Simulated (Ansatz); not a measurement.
# BaIBr (Pnma): spin-orbit coupling beyond the local functionals

Wanted: gaps of BaIBr (Pnma) with and without spin-orbit coupling, with cost.

Program: Ansatz 0.2.0. Level of theory: density functionals with and without spin-orbit coupling, plane waves, PAW. Values are calculated unless marked as measured.

## 1. The structure

It takes space group Pnma (No. 62, orthorhombic). The conventional cell has a = 8.814 Å, b = 5.124 Å, c = 10.192 Å, α = 90.00°, β = 90.00°, γ = 90.00°. Ba has 4 Br at 3.31 to 3.34 Å and 5 I at 3.67 to 3.76 Å nearest. Nearest to I lie 5 Ba at 3.67 to 3.76 Å. Nearest to Br lie 4 Ba at 3.31 to 3.34 Å. Farther neighbours, and contacts between anions beyond the nearest, are not listed.

As a file:

```cif
data_structure
_symmetry_space_group_name_H-M 'P 1'
_symmetry_Int_Tables_number 1
_cell_length_a 8.8145
_cell_length_b 5.1243
_cell_length_c 10.1917
_cell_angle_alpha 90.000
_cell_angle_beta 90.000
_cell_angle_gamma 90.000
_cell_volume 460.34
loop_
_atom_site_label
_atom_site_type_symbol
_atom_site_fract_x
_atom_site_fract_y
_atom_site_fract_z
_atom_site_occupancy
Ba1 Ba 0.72882 0.25000 0.37514 1
Ba2 Ba 0.27118 0.75000 0.62486 1
Ba3 Ba 0.77118 0.75000 0.87514 1
Ba4 Ba 0.22882 0.25000 0.12486 1
I5 I 0.47161 0.25000 0.83178 1
I6 I 0.52839 0.75000 0.16822 1
I7 I 0.02839 0.75000 0.33178 1
I8 I 0.97161 0.25000 0.66822 1
Br9 Br 0.85647 0.25000 0.06669 1
Br10 Br 0.14353 0.75000 0.93331 1
Br11 Br 0.64353 0.75000 0.56669 1
Br12 Br 0.35647 0.25000 0.43331 1
```

The cell and positions are those that the Materials Project relaxed with its own functionals (PBE, PBE+U or r2SCAN), kept fixed. The default PAW set here is soft_2. Its files were made with PBE.

## 2. HSE06, 2×2×2 mesh

This step: DFT, HSE06, plane waves, PAW.

Input file input.yaml:

```yaml
crystal:
  lattice:
    - [8.81446039, 0.0, 0.0]
    - [0.0, 5.12429103, 0.0]
    - [0.0, 0.0, 10.19167839]
  atoms:
    - { symbol: Ba, position: [0.72882454, 0.25, 0.37513703] }
    - { symbol: Ba, position: [0.27117546, 0.75, 0.62486297] }
    - { symbol: Ba, position: [0.77117546, 0.75, 0.87513703] }
    - { symbol: Ba, position: [0.22882454, 0.25, 0.12486297] }
    - { symbol: I, position: [0.47161056, 0.25, 0.83177655] }
    - { symbol: I, position: [0.52838944, 0.75, 0.16822345] }
    - { symbol: I, position: [0.02838944, 0.75, 0.33177655] }
    - { symbol: I, position: [0.97161056, 0.25, 0.66822345] }
    - { symbol: Br, position: [0.8564719, 0.25, 0.06668585] }
    - { symbol: Br, position: [0.1435281, 0.75, 0.93331415] }
    - { symbol: Br, position: [0.6435281, 0.75, 0.56668585] }
    - { symbol: Br, position: [0.3564719, 0.25, 0.43331415] }
kpoints:
  mp_grid: { grid: [2, 2, 2] }
  band_path:
    path:
      - [0.0, 0.0, 0.0]
      - [0.5, 0.0, 0.0]
      - [0.5, 0.5, 0.0]
      - [0.0, 0.5, 0.0]
      - [0.0, 0.0, 0.5]
      - [0.5, 0.0, 0.5]
      - [0.5, 0.5, 0.5]
      - [0.0, 0.5, 0.5]
    npoints: 1
hamiltonian:
  xc: hse06
scf:
  occupations: { method: fixed }
  n_extra_bands: 8
output:
  eigenvalues: true
```

Started as:

```bash
$ ansatz run input.yaml --threads 3 --pin off --max-ram 92160MiB --backend cuda --events-out ev --progress --plain --runs-dir out --devices 1 --max-vram 13GiB
```

Standard output:

```text
scf.n_extra_bands = 8 over 68 filled bands (N_el = 136.0): the run solves 76 bands
exact exchange: scf.exx.singularity resolves to wigner_seitz, which cuts the screened interaction at the faces of the exchange supercell's Wigner-Seitz cell, so that each pair interacts once, at the shortest of its separations (the periodic images that this leaves out come, for a point-like exchange hole, to about 0.002 eV on a filled level). The cut falls within the interaction's reach, and what an exchange supercel [...]
GPUs: using 1 of 1 available (devices: 1).
Engine: ansatz 0.2.0, x86_64-unknown-linux-gnu
Pseudopotentials: kind: paw
Pseudopotential: Ba, paw, valence charge 10, recommended cutoff 420 eV (normal), Ba.paw.azcp
Pseudopotential: I, paw, valence charge 17, recommended cutoff 420 eV (normal), I.paw.azcp
Pseudopotential: Br, paw, valence charge 7, recommended cutoff 420 eV (normal), Br.paw.azcp
Functional definition: HSE06
  parameter a = 0.25
  parameter omega = 0.11/bohr
  exchange = pbe_x - a*pbe_x_sr(omega) + a*exact_x_sr(omega)
  correlation = pbe_c
davidson cushion auto → on  (no smearing: the cushion is to keep the highest requested band from converging to the state above it; pin scf.eigensolver.cushion to override)
device memory: the entry about to start is reckoned to put 4.8 GiB on a device that reports 44.4 GiB free (of which the cap on the GPU budget leaves the run 13.0 GiB)
GPU FFT provider: cuFFT
GPU libraries: cuBLAS 13.8.2, cuFFT 12.4.0, cuSOLVER 12.3.4
Crystal: 12 atoms, lattice volume = 460.336 Å³
Basis set: ecut = 420 eV, 8947 PW (Γ)
Bands: 76, of which v1, the nominal top of the filled ones, is band 68 counted from 1 (67 counted from 0)
Symmetry: 8 space group operations
Space group: Pnma (ITA 62), of the structure as read, at distance tolerance 7.7e-5 Å
k-points: 8
Non-local potential: Ba, projectors of the file, l = 0: 3, l = 1: 2, l = 2: 2, l = 3: 2
Non-local potential: I, projectors of the file, l = 0: 2, l = 1: 2, l = 2: 2, l = 3: 2
Non-local potential: Br, projectors of the file, l = 0: 2, l = 1: 2, l = 2: 2
PAW form: soft (Blöchl's): semilocal exchange-correlation on the pseudo side does not see the compensation charge
PAW frozen core: Ba, regenerated for the run's functional, and the local potential with it (the file was generated under x = pbe(κ = 0.804, μ = 0.219515), c = pbe(β = 0.066725))
PAW frozen core: I, regenerated for the run's functional, and the local potential with it (the file was generated under x = pbe(κ = 0.804, μ = 0.219515), c = pbe(β = 0.066725))
PAW frozen core: Br, regenerated for the run's functional, and the local potential with it (the file was generated under x = pbe(κ = 0.804, μ = 0.219515), c = pbe(β = 0.066725))
PAW one-centre angular grid: Ba, 194 points (default); XC on 64 Gauss nodes
[...]
Frozen-core exchange: fock
SCF iter   1: F=—  HF=-65054.370451 eV  |F-HF|=—  |Δ(HF+E_count)|=         —  Δρ=2.14e-5  dr2=1.62e-6  ethr=2.39e-7  ⟨swp⟩=4.1  Hψ=1566  notcnv=0
preconditioner: auto → none  [insulator: Δε(μ)=4.505 eV  Ē_g=12.360 eV  n_scr=82 (ndim 8)  ℏωp=16.2 eV  f_vac=0.011]
SCF iter   2: F=—  HF=-65054.370453 eV  |F-HF|=—  |Δ(HF+E_count)|=   1.85e-6  Δρ=1.31e-5  dr2=4.21e-7  ethr=9.77e-10  ⟨swp⟩=6.2  Hψ=2606  notcnv=0
SCF iter   3: F=—  HF=-65054.370454 eV  |F-HF|=—  |Δ(HF+E_count)|=   5.66e-7  Δρ=4.10e-6  dr2=1.08e-7  ethr=2.67e-10  ⟨swp⟩=6.8  Hψ=1990  notcnv=0  defer=25
SCF iter   4: F=-65054.370454 eV  HF=-65054.370454 eV  |F-HF|=1.01e-8  |Δ(HF+E_count)|=   3.07e-8  Δρ=1.21e-6  dr2=1.37e-8  ethr=7.63e-11  ⟨swp⟩=3.8  Hψ=1651  notcnv=0
SCF 3 converged in 4 iterations: F = -65054.370454 eV  dr2 = 1.37e-8
[...]
hybrid outer 2: dexx = +1.132e-6 eV, tail = 4.70e-8 eV, Δε = 2.52e-3 eV (about 6.94e-5 eV left of the loop's levels)
device memory: the entry about to start is reckoned to put 1.8 GiB on a device that reports 44.3 GiB free (of which the cap on the GPU budget leaves the run 13.0 GiB)
NSCF: frozen V_eff on 8 k-points
hybrid SCF converged: 2 outer / 10 inner (+2 warm-up), last move |dexx| = 1.13e-6 eV, tail = 4.70e-8 eV
Stability not checked: this state was not tested for a lower state beside it, because the functional holds exact exchange (a hybrid, or Hartree-Fock), whose exchange loop this test does not read (fock_operator; see scf.lower_state_search)
Free energy (F): -65054.370454 eV
Frozen-core exchange: fock
Harris-Foulkes:  -65054.370454 eV  (|F-HF|=1.01e-8)
Internal energy: -65054.370454 eV  (E = F + TS)
E sigma→0 (E₀):  -65054.370454 eV
Fermi energy:    4.359667 eV
--- Per-component energies (eV) ---
  E_band       = -2028.854107
  E_kinetic    = 1959.697659
  E_local      = -10537.646390  (includes V_loc(G=0)·N_el)
  E_nonlocal   = 142.787069
  E_hartree    = 4990.306226
  E_xc         = -1789.894208
  E_vxc        = -1184.726951  (∫ρ·V_xc dr)
  E_exx        = -330.052400  (= α·E_x^exact, valence–valence)
  E_paw        = -49328.359809  (= ΣΔE_a)
  E_vpaw       = -1729.471241  (= ΣTr[D̂ρ^β])
  E_aug_tail   = -0.000012  (compensation charges beyond the density's cutoff)
  E_ewald      = -10157.732725
  E_core_change = -3.475864  (= ΣΔE_core)
  E_smearing   = -0.000000  (= −TS)
  E_closure    = -0.000000  (closes the sum)
  Σ components = -65054.370454   (vs F -65054.370454, Δ=-7.28e-12)
--- Band table (eV; the first three rows and the last of 8) ---
  k-point 0: bands = [... 64 lower, 4.0361, 4.1501, 4.2137, 4.3597, 8.8645, 9.5054, 9.5762, 9.6594, ... 4 higher]
  k-point 1: bands = [... 64 lower, 3.9225, 3.9225, 4.0896, 4.0896, 9.3511, 9.3511, 9.6365, 9.6365, ... 4 higher]
  k-point 2: bands = [... 64 lower, 3.7934, 3.7934, 3.9132, 3.9132, 10.0942, 10.0942, 10.2459, 10.2459, ... 4 higher]
  k-point 7: bands = [... 64 lower, 3.9605, 3.9605, 3.9605, 3.9605, 10.4537, 10.4537, 10.4537, 10.4537, ... 4 higher]
```

Elapsed: 60 s, on 1 × NVIDIA H100 80GB HBM3 (shared by 6 runs) with 3 threads of AMD EPYC 7R13 (Zen 3), shared host; peak memory 1.7 GiB.

Numbers from this step:

* gap: 4.505 eV
* valence top at: Γ
* conduction bottom at: Γ
* least direct gap: 4.505 eV
* exact-exchange fraction: 0.25

The gap is direct, at Γ.

## 3. HSE06+SOC, 2×2×2 mesh

Spin-orbit coupling can split or shift the edges; a non-collinear run measures by how much.

This step: DFT, HSE06 with spin-orbit coupling, plane waves, PAW.

Edit input.yaml of step 2 so:

```diff
@@ -35,3 +35,6 @@
   occupations: { method: fixed }
-  n_extra_bands: 8
+  n_extra_bands: 16
+magnetization:
+  noncollinear: true
+  spin_orbit: true
 output:
```

Standard output:

```text
[...]
GPUs: using 1 of 1 available (devices: 1).
[...]
non-collinear run that drives no moment, with spin-orbit: no starting moment large enough to seed its density (crystal.atoms[].spin), no starting occupations that ask for one, no magnetisation constraint and no magnetic field, so the semilocal B_xc is pinned to zero
[...]
GPU FFT provider: cuFFT
GPU libraries: cuBLAS 13.8.2, cuFFT 12.4.0, cuSOLVER 12.3.4
Crystal: 12 atoms, lattice volume = 460.336 Å³
Basis set: ecut = 420 eV, 8947 PW (Γ)
Bands: 152, of which v1, the nominal top of the filled ones, is band 136 counted from 1 (135 counted from 0)
Symmetry: 8 space group operations + 8 with time reversal
[...]
k-points: 8
Projection manifold: j_resolved (fully-relativistic pseudo-atomic orbitals)
[...]
GPU buffer pool allocated for 155520 grid points (all kernels)
[...]
SCF iter   1: F=—  HF=-65044.632240 eV  |F-HF|=—  |Δ(HF+E_count)|=         —  Δρ=3.32e-2  dr2=1.39e1  dr2_m=0.00e0 (ungated)  ethr=1.00e-1  |M|=0.00e0 ∫|m|=0.00e0 μB  |m|>n=0.0e0 m-floor=0.0e0 τ_xc=0.0e0  β_m=0.30  ⟨swp⟩=10.0  Hψ=4660  notcnv=0
[...]
SCF iter   6: F=-65039.843737 eV  HF=-65039.843720 eV  |F-HF|=1.73e-5  |Δ(HF+E_count)|=   1.26e-3  Δρ=2.17e-4  dr2=1.84e-4  dr2_m=0.00e0 (ungated)  ethr=8.57e-7  |M|=0.00e0 ∫|m|=0.00e0 μB  |m|>n=0.0e0 m-floor=0.0e0 τ_xc=0.0e0  ⟨swp⟩=5.4  Hψ=3890  notcnv=0
SCF 1 stopped early in 6 iterations: F = -65039.843737 eV  dr2 = 1.84e-4
[...]
GPU FFT provider: cuFFT
GPU libraries: cuBLAS 13.8.2, cuFFT 12.4.0, cuSOLVER 12.3.4
Projection manifold: j_resolved (fully-relativistic pseudo-atomic orbitals)
[...]
GPU buffer pool allocated for 155520 grid points (all kernels)
[...]
Frozen-core exchange: fock
SCF iter   1: F=—  HF=-65036.395263 eV  |F-HF|=—  |Δ(HF+E_count)|=         —  Δρ=2.55e-3  dr2=5.04e-2  dr2_m=0.00e0 (ungated)  ethr=1.35e-6  |M|=0.00e0 ∫|m|=0.00e0 μB  |m|>n=0.0e0 m-floor=0.0e0 τ_xc=0.0e0  β_m=0.30  ⟨swp⟩=10.8  Hψ=7246  notcnv=0
[...]
SCF iter   5: F=-65036.400487 eV  HF=-65036.400493 eV  |F-HF|=6.21e-6  |Δ(HF+E_count)|=   3.42e-4  Δρ=8.20e-5  dr2=2.20e-5  dr2_m=0.00e0 (ungated)  ethr=7.97e-8  |M|=0.00e0 ∫|m|=0.00e0 μB  |m|>n=0.0e0 m-floor=0.0e0 τ_xc=0.0e0  ⟨swp⟩=5.6  Hψ=3935  notcnv=0
SCF 2 stopped early in 5 iterations: F = -65036.400487 eV  dr2 = 2.20e-5
hybrid outer 1: dexx = +2.847e-2 eV, tail = 1.10e-4 eV
GPU FFT provider: cuFFT
GPU libraries: cuBLAS 13.8.2, cuFFT 12.4.0, cuSOLVER 12.3.4
Projection manifold: j_resolved (fully-relativistic pseudo-atomic orbitals)
GPU buffer pool allocated for 155520 grid points (all kernels)
[...]
Frozen-core exchange: fock
SCF iter   1: F=—  HF=-65036.401115 eV  |F-HF|=—  |Δ(HF+E_count)|=         —  Δρ=2.87e-5  dr2=6.42e-6  dr2_m=0.00e0 (ungated)  ethr=4.03e-7  |M|=0.00e0 ∫|m|=0.00e0 μB  |m|>n=0.0e0 m-floor=0.0e0 τ_xc=0.0e0  β_m=0.30  ⟨swp⟩=3.2  Hψ=2824  notcnv=0
[...]
SCF iter   5: F=-65036.401120 eV  HF=-65036.401120 eV  |F-HF|=2.45e-8  |Δ(HF+E_count)|=   3.25e-8  Δρ=3.26e-6  dr2=3.32e-8  dr2_m=0.00e0 (ungated)  ethr=6.52e-11  |M|=0.00e0 ∫|m|=0.00e0 μB  |m|>n=0.0e0 m-floor=0.0e0 τ_xc=0.0e0  ⟨swp⟩=3.0  Hψ=2947  notcnv=0
SCF 3 converged in 5 iterations: F = -65036.401120 eV  dr2 = 3.32e-8
[...]
NSCF: frozen V_eff on 8 k-points
[...]
Magnetization: |M| = 0.0000 μB,  M = (+0.0000, +0.0000, +0.0000) μB
Absolute magnetization: 0.0000 μB (∫|m|)
  site 0: m = (+0.0000, +0.0000, +0.0000) μB, |m| = 0.0000 μB  (R = 1.36 Å)
  site 1: m = (+0.0000, +0.0000, +0.0000) μB, |m| = 0.0000 μB  (R = 1.36 Å)
  site 2: m = (+0.0000, +0.0000, +0.0000) μB, |m| = 0.0000 μB  (R = 1.36 Å)
  site 3: m = (+0.0000, +0.0000, +0.0000) μB, |m| = 0.0000 μB  (R = 1.36 Å)
  site 4: m = (+0.0000, +0.0000, +0.0000) μB, |m| = 0.0000 μB  (R = 1.52 Å)
  site 5: m = (+0.0000, +0.0000, +0.0000) μB, |m| = 0.0000 μB  (R = 1.52 Å)
  site 6: m = (+0.0000, +0.0000, +0.0000) μB, |m| = 0.0000 μB  (R = 1.52 Å)
  site 7: m = (+0.0000, +0.0000, +0.0000) μB, |m| = 0.0000 μB  (R = 1.52 Å)
  site 8: m = (+0.0000, +0.0000, +0.0000) μB, |m| = 0.0000 μB  (R = 1.36 Å)
  site 9: m = (+0.0000, +0.0000, +0.0000) μB, |m| = 0.0000 μB  (R = 1.36 Å)
  site 10: m = (+0.0000, +0.0000, +0.0000) μB, |m| = 0.0000 μB  (R = 1.36 Å)
  site 11: m = (+0.0000, +0.0000, +0.0000) μB, |m| = 0.0000 μB  (R = 1.36 Å)
Free energy (F): -65036.401120 eV
Frozen-core exchange: fock
[...]
Internal energy: -65036.401120 eV  (E = F + TS)
E sigma→0 (E₀):  -65036.401120 eV
Fermi energy:    4.643167 eV
[...]
--- Band table (eV; the first three rows and the last of 8) ---
  k-point 0: bands = [... 132 lower, 4.5072, 4.5072, 4.6432, 4.6432, 8.8644, 8.8644, 9.5051, 9.5051, ... 12 higher]
  k-point 1: bands = [... 132 lower, 4.3344, 4.3344, 4.3344, 4.3344, 9.3505, 9.3505, 9.3505, 9.3505, ... 12 higher]
  k-point 2: bands = [... 132 lower, 4.0854, 4.0854, 4.0854, 4.0854, 10.0946, 10.0946, 10.0946, 10.0946, ... 12 higher]
  k-point 7: bands = [... 132 lower, 4.1091, 4.1091, 4.1091, 4.1091, 10.4405, 10.4405, 10.4405, 10.4405, ... 12 higher]
```

Run time: 4 min. Hardware: 1 × NVIDIA H100 80GB HBM3 (shared by 6 runs) with 3 threads; peak memory 3.4 GiB.

Numbers from this step:

```yaml
gap: 4.221 eV
valence_top_at: Γ
conduction_bottom_at: Γ
least_direct_gap: 4.221 eV
exact_exchange_fraction: 0.25
```

The gap stands −0.28 eV against HSE06.

## 4. Together

Times are wall times on 1 × NVIDIA H100 80GB HBM3 (shared by 6 runs) with 3 threads of AMD EPYC 7R13 (Zen 3), shared host, good to a factor of about two.

```tsv
level	gap (eV)	with coupling (eV)	change (eV)	time	with coupling
HSE06	4.50	4.22	−0.28	60 s	4 min
```

## 5. What came out

```
HSE06     : 4.50 eV
HSE06+SOC : 4.22 eV
```

**Reading.** Spin-orbit coupling changes the gap by −0.28 eV and the least direct gap by −0.28 eV.

[Long decimals in the printed logs are rounded to 6 places.]

[Logs are printed without paths, hosts, clocks, repeated set-up lines and the standing remarks that a program may print on its own settings, such as how far it seeks lower states.]

[Paths, hosts, dates, memory and timing lines, banners, echoed tables and standing remarks are left out of the program output; an Ansatz launch command may be rebuilt from the run's recorded settings. Measured values are a selection of at most five: reports struck by readers or far from the other reports are left out. None is set beside runs whose start may be inverted or whose files or cutoffs have a known fault.]

[Runs of the session that timed out or met a known fault of the program may be left out.]

[Cells called generated may have been cut or substituted from an entry of the Crystallography Open Database or the Materials Project.]

[Hosts, paths, dates, database ids (printed as entryN), source tags and the programs' standing remarks are cut or masked in the printed files.]

[Where the starting crystal was built by hand or by swapping elements, it need not be the compound's stable phase.]
